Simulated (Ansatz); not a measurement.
# Phonons of BN (P6_3/mmc) against volume, part 2 of 2

Wanted: Grüneisen parameters and pressure coefficients of the modes of BN (P6_3/mmc).

Ansatz 0.2.0; DFT PBE+D3(BJ), scalar-relativistic, plane waves, PAW; PAW set soft_1.

So far, highest optical mode at the zone centre (no LO-TO term) (cm⁻¹): step 4 (zone-centre response at rest) 1355; step 6 (volume ratio 1.06) 1348.

The database entry behind the starting cell differs from later determinations by our own check (about 0.3 % short, minor phase), so it need not match the best structure at ambient conditions.

### 8. Modes of this member: 0.9 times the volume at rest

The zone-centre modes follow for 0.9 times the volume at rest, with the response to a field.

Input file input.yaml:

```yaml
crystal:
  lattice:
    - [2.4955196715, 0.0, 0.0]
    - [-1.2477598358, 2.1611834312, 0.0]
    - [0.0, 0.0, 6.0024547515]
  atoms:
    - { symbol: B, position: [0.3333333333, 0.6666666667, 0.25] }
    - { symbol: B, position: [0.6666666667, 0.3333333333, 0.75] }
    - { symbol: "N", position: [0.3333333333, 0.6666666667, 0.75] }
    - { symbol: "N", position: [0.6666666667, 0.3333333333, 0.25] }
kpoints:
  mp_grid: { grid: [12, 12, 4] }
hamiltonian:
  xc: pbe
  dispersion: d3bj
  pseudopotentials: { kind: paw, azcp: { folder: soft_1 } }
scf:
  occupations: { method: fixed }
output:
  eigenvalues: true
phonons:
  method: dfpt
  dielectric: true
  rigid_motions: translations
```

Launch:

```console
$ ansatz run input.yaml --threads 4 --pin off --max-ram 16384MiB --backend cpu --events-out ev --progress --plain --runs-dir out
```

It took 27 s on 4 threads of Intel Xeon Platinum 8259CL at 2.50GHz (Skylake/Cascade Lake), shared host; peak memory 0.62 GiB; 98 s of CPU time.

This step gave:

| Quantity | Value |
| --- | --- |
| sum-rule residual before enforcement | 1.83e-5 eV/Å² |
| miss of the charge sum rule | 5.42e-4 e |
| estimated error of the dielectric tensor | 0.01371 |
| estimated error of the Born charges | 0.01003 e |
| highest optical mode at the zone centre (no LO-TO term) | 1377 cm⁻¹ |
| lowest optical zone-centre mode | 74.59 cm⁻¹ |
| mean high-frequency dielectric constant | 4.474 |
| largest Born charge (third of the trace) | 2.153 e |
| mean static dielectric constant | 6.123 |
| top of the zone-centre spectrum with the field | 1618 cm⁻¹ |

Without the LO-TO term. Patterns of degenerate modes are one choice out of their space. Modes at Γ, with each element's share of the kinetic energy:

```tsv
mode	frequency (cm⁻¹)	symmetry	B %	N %
1	0.0	acoustic	44	56
2	0.0	acoustic	44	56
3	0.0	acoustic	44	56
4	74.6	E2g	44	56
5	74.6	E2g	44	56
6	198.6	B1g	45	55
7	703.0	A2u	56	44
8	791.0	B1g	55	45
9	1375.8	E1u	56	44
10	1375.8	E1u	56	44
11	1376.9	E2g	56	44
12	1376.9	E2g	56	44
```

Displacements in mode 4 (74.6 cm⁻¹), the largest set to 1:
```
B1  -1.00  0.00  0.00
B2   1.00  0.00  0.00
N3   1.00  0.00  0.00
N4  -1.00  0.00  0.00
```

Displacements in mode 11 (1376.9 cm⁻¹), the largest set to 1:
```
B1   1.00  0.00  0.00
B2  -1.00  0.00  0.00
N3   0.78  0.00  0.00
N4  -0.78  0.00  0.00
```

Transverse modes. Infrared lines, with heights relative to the strongest:

```tsv
position (cm⁻¹)	relative intensity
75	0.0
199	0.0
703	7.1
791	0.0
1376	100
1377	0.0
```

Without the LO-TO term the lowest optical mode is real, 74.6 cm⁻¹, and the highest lies at 1376.9 cm⁻¹.

### 9. All members side by side

The members are set side by side, also those not shown above.

Each row is one cell with its response, relaxed at fixed volume as far as symmetry leaves anything free; energies are extrapolated to zero smearing, and E0 is that at rest; the axis is the Cartesian z axis of the cell; shape and atoms are relaxed in each cell where symmetry leaves them free. State of the crystal along the series:

```tsv
volume ratio	V (Å³/atom)	pressure (GPa)	E - E0 (meV/atom)	first cell vector (Å)	third cell vector (Å)	gap on mesh (eV)	ε∞ along the axis	ε∞ across the axis, mean	ε0 along the axis	ε0 across the axis, mean	largest Born charge in size, a third of the trace (e)	top mode with the field, highest of q along x, y and z (cm⁻¹)
0.9	8.093	4.903	11.51	2.495	6.003	4.106	3.283	5.07	4.335	7.016	2.153	1618
0.92	8.273	3.506	6.811	2.498	6.123	4.122	3.141	5.005	4.011	6.924	2.13	1612
0.94	8.453	2.349	3.517	2.501	6.244	4.15	3.016	4.945	3.745	6.835	2.11	1605
0.96	8.633	1.399	1.441	2.502	6.367	4.186	2.903	4.884	3.521	6.745	2.092	1600
0.98	8.813	0.624	0.3264	2.504	6.49	4.227	2.801	4.823	3.332	6.656	2.076	1595
0.99	8.902	0.2807	0.07117	2.505	6.552	4.249	2.754	4.793	3.248	6.611	2.069	1592
1	8.992	-3.85e-4	0	2.506	6.615	4.271	2.709	4.762	3.17	6.566	2.062	1590
1.02	9.172	-0.4917	0.2749	2.507	6.74	4.295	2.626	4.701	3.029	6.476	2.05	1587
1.04	9.352	-0.8723	1.057	2.508	6.867	4.321	2.55	4.641	2.906	6.386	2.038	1583
1.06	9.532	-1.156	2.188	2.509	6.994	4.347	2.48	4.581	2.797	6.298	2.029	1581
```

Without the LO-TO term; each mode is tracked from rest by its pattern, and modes that stay within 0.3 cm⁻¹ of each other stand once; shape and atoms are relaxed in each cell where symmetry leaves them free. Optical modes along the series:

```tsv
V (Å³/atom)	mode 4 E2g (cm⁻¹)	mode 6 B1g (cm⁻¹)	mode 7 A2u (cm⁻¹)	mode 8 B1g (cm⁻¹)	mode 9 (cm⁻¹)	mode 11 (cm⁻¹)
8.093	74.59	198.6	703	791	1377	1376
8.273	67.91	181.2	714	792.2	1371	1370
8.453	61.78	164.6	723.3	793.2	1366	1365
8.633	56.13	148.6	731.1	794.1	1362	1361
8.813	50.98	133.3	737.6	794.9	1358	1358
8.902	48.55	126	740.5	795.2	1356	1356
8.992	46.24	118.8	743.2	795.5	1355	1355
9.172	41.97	105.1	748	796.2	1352	1352
9.352	38.12	92.14	752.1	796.7	1350	1350
9.532	34.7	80.09	755.7	797.3	1348	1348
```

From cubic fits (parabolas where under five rows exist) of ln ω and P against ln V through the rows within about 4 % of rest: γ = −d ln ω / d ln V and dω/dP = γ ω / B. Slopes at rest:

```tsv
mode	fitted frequency at rest (cm⁻¹)	Grüneisen parameter γ	dω/dP (cm⁻¹/GPa)
mode 4 E2g	46.2	4.87	8.17
mode 6 B1g	118.8	5.95	25.65
mode 7 A2u	743.2	-0.35	-9.39
mode 8 B1g	795.6	-0.04	-1.18
mode 9	1354	0.11	5.28
mode 11	1354	0.1	5.13
```

### 10. Outcome

| Item | Value |
| --- | --- |
| members | 10 |
| highest optical mode at the zone centre (no LO-TO term), at rest | 1355 cm⁻¹ |
| bulk modulus at rest | 27.5 GPa |
| mode 7 A2u, γ | -0.35 |
| mode 8 B1g, γ | -0.04 |
| mode 9, γ | 0.11 |
| mode 11, γ | 0.10 |

What this shows: The series spans -1.2 to 4.9 GPa, and the slope at rest gives a bulk modulus of 28 GPa. Among the modes in the table of slopes γ runs from -0.35 (mode 7 A2u) to 5.95 (mode 6 B1g). A negative γ means that the mode softens under pressure. ε∞ along z is 2.71 at rest, with d ln ε∞ / d ln V = -1.61. One k mesh and one cutoff serve the ground states and modes of all volumes; the field response picks its own mesh. These are harmonic frequencies at zero temperature: anharmonic shifts, linewidths and thermal expansion are left out. In the phonons the program holds the C6 weights of the dispersion term fixed, leaving out their change with coordination. Only the zone centre was solved, so an instability at another wavevector cannot show here.

Calculation against experiment:

| quantity | measured | PBE+D3(BJ), PAW; PAW set soft_1 |
| --- | --- | --- |
| lattice constant a (Å) | 2.5069 | 2.506 (-0.0 %) |
| lattice constant c (Å) | 6.6706 | 6.615 (-0.8 %) |

Measured values from arxiv:2307.07533 (2023).

How well it matches: The lattice constant a matches within 0.05 %: good agreement. The lattice constant c is off by -0.8 %: fair agreement. The grades are ours: good and fair within 0.7 and 1.5 % for the lattice constant a and 0.8 and 2 % for the lattice constant c. Zero-point motion and thermal expansion (measured at up to 300 K) are not in the computed lattice constants.

[Logs are printed without paths, hosts, clocks, repeated set-up lines and the standing remarks that a program may print on its own settings, such as how far it seeks lower states.]

[Hosts, paths, dates, database ids (printed as entryN), source tags and the programs' standing remarks are cut or masked in the printed files.]
